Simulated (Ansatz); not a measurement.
An input for Ansatz 0.2.0 (LaInO3 (Pnma)):

```yaml
crystal:
  lattice:
    - [5.9404, 0.0, 0.0]
    - [0.0, 8.2158, 0.0]
    - [0.0, 0.0, 5.7229]
  atoms:
    - { symbol: La, position: [0.9463878522, 0.25, 0.0153056097] }
    - { symbol: La, position: [0.5536121478, 0.75, 0.5153056097] }
    - { symbol: La, position: [0.4463878522, 0.25, 0.4846943903] }
    - { symbol: La, position: [0.0536121478, 0.75, 0.9846943903] }
    - { symbol: In, position: [0.0, 0.0, 0.5] }
    - { symbol: In, position: [0.5, 0.0, 0.0] }
    - { symbol: In, position: [0.5, 0.5, 0.0] }
    - { symbol: In, position: [0.0, 0.5, 0.5] }
    - { symbol: O, position: [0.0443817441, 0.25, 0.6126999622] }
    - { symbol: O, position: [0.4556182559, 0.75, 0.1126999622] }
    - { symbol: O, position: [0.5443817441, 0.25, 0.8873000378] }
    - { symbol: O, position: [0.9556182559, 0.75, 0.3873000378] }
    - { symbol: O, position: [0.1980525852, 0.0593550042, 0.1955759518] }
    - { symbol: O, position: [0.3019474148, 0.9406449958, 0.6955759518] }
    - { symbol: O, position: [0.6980525852, 0.4406449958, 0.3044240482] }
    - { symbol: O, position: [0.8019474148, 0.5593550042, 0.8044240482] }
    - { symbol: O, position: [0.8019474148, 0.9406449958, 0.8044240482] }
    - { symbol: O, position: [0.6980525852, 0.0593550042, 0.3044240482] }
    - { symbol: O, position: [0.3019474148, 0.5593550042, 0.6955759518] }
    - { symbol: O, position: [0.1980525852, 0.4406449958, 0.1955759518] }
kpoints:
  mp_grid: { grid: [4, 4, 4] }
hamiltonian:
  xc: r2scan
scf:
  occupations: { method: fixed }
dielectric: {}
```

```sh
ansatz run input.yaml --threads 24 --pin off --max-ram 82944MiB --backend cuda --events-out ev --progress --plain --runs-dir out --devices 1 --max-vram 78GiB
```

**Question.** How long will it take on 1 × NVIDIA GB200 (shared by 2 runs) with 24 threads of Arm Neoverse V2, shared host, and how much memory?

It took 32 s; on shared hardware allow 16 s to 65 s. Peak host memory was 7.3 GiB.

[Paths, hosts, dates, memory and timing lines, banners, echoed tables and standing remarks are left out of the program output.]

[Logs are printed without paths, hosts, clocks, repeated set-up lines and the standing remarks that a program may print on its own settings, such as how far it seeks lower states.]

[Runs of the session that timed out or met a known fault of the program may be left out.]

[Cells called generated may have been cut or substituted from an entry of the Crystallography Open Database or the Materials Project.]

[Hosts, paths, dates, database ids (printed as entryN), source tags and the programs' standing remarks are cut or masked in the printed files.]
